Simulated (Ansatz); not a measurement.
An input for Ansatz 0.2.0 (TiO2 (Anatase)):

```yaml
crystal:
  lattice:
    - [-1.8921, 1.8921, 4.7573]
    - [1.8921, -1.8921, 4.7573]
    - [1.8921, 1.8921, -4.7573]
  atoms:
    - { symbol: Ti, position: [0.0, 0.0, 0.0] }
    - { symbol: Ti, position: [0.75, 0.25, 0.5] }
    - { symbol: O, position: [0.2081, 0.2081, 0.0] }
    - { symbol: O, position: [0.9581, 0.4581, 0.5] }
    - { symbol: O, position: [0.5419, 0.0419, 0.5] }
    - { symbol: O, position: [0.7919, 0.7919, 0.0] }
kpoints:
  mp_grid: { grid: [6, 6, 6] }
  band_path:
    path:
      - [0.0, 0.0, 0.0]
      - [0.0, 0.0, 0.5]
      - [0.25, 0.25, 0.25]
      - [0.0, 0.5, 0.0]
      - [0.5, 0.5, -0.5]
      - [0.2895464134, 0.7104535866, -0.2895464134]
      - [-0.2895464134, 0.2895464134, 0.2895464134]
      - [-0.0790928267, 0.0790928267, 0.5]
      - [0.0, 0.0, 0.45]
      - [0.25, 0.25, -0.25]
    npoints: 1
hamiltonian:
  xc: pbe0
scf:
  occupations: { method: fixed }
  n_extra_bands: 6
output:
  forces: true
  stress: true
  eigenvalues: true
```

```sh
ansatz run input.yaml --threads 3 --pin off --max-ram 64512MiB --backend cuda --events-out ev --progress --plain --runs-dir out --devices 1 --max-vram 24GiB  # rebuilt from the run's record
```

Question: Estimate wall time and host memory on 1 × NVIDIA H100 80GB HBM3 (shared by 3 runs) with 3 threads of AMD EPYC 7R13 (Zen 3), shared host.

It took 71 s; on shared hardware allow 36 s to 2.4 min. Peak host memory was 3.6 GiB. The sizes that set the cost: 1315 plane waves a state, 30 irreducible k points and 21 SCF cycles.

Exact exchange couples every pair of k points and filled bands, so it costs far more than a semilocal run.

[Paths, hosts, dates, memory and timing lines, banners, echoed tables and standing remarks are left out of the program output.]

[Logs are printed without paths, hosts, clocks, repeated set-up lines and the standing remarks that a program may print on its own settings, such as how far it seeks lower states.]

[Runs of the session that timed out or met a known fault of the program may be left out.]

[Cells called generated may have been cut or substituted from an entry of the Crystallography Open Database or the Materials Project.]

[Hosts, paths, dates, database ids (printed as entryN), source tags and the programs' standing remarks are cut or masked in the printed files.]
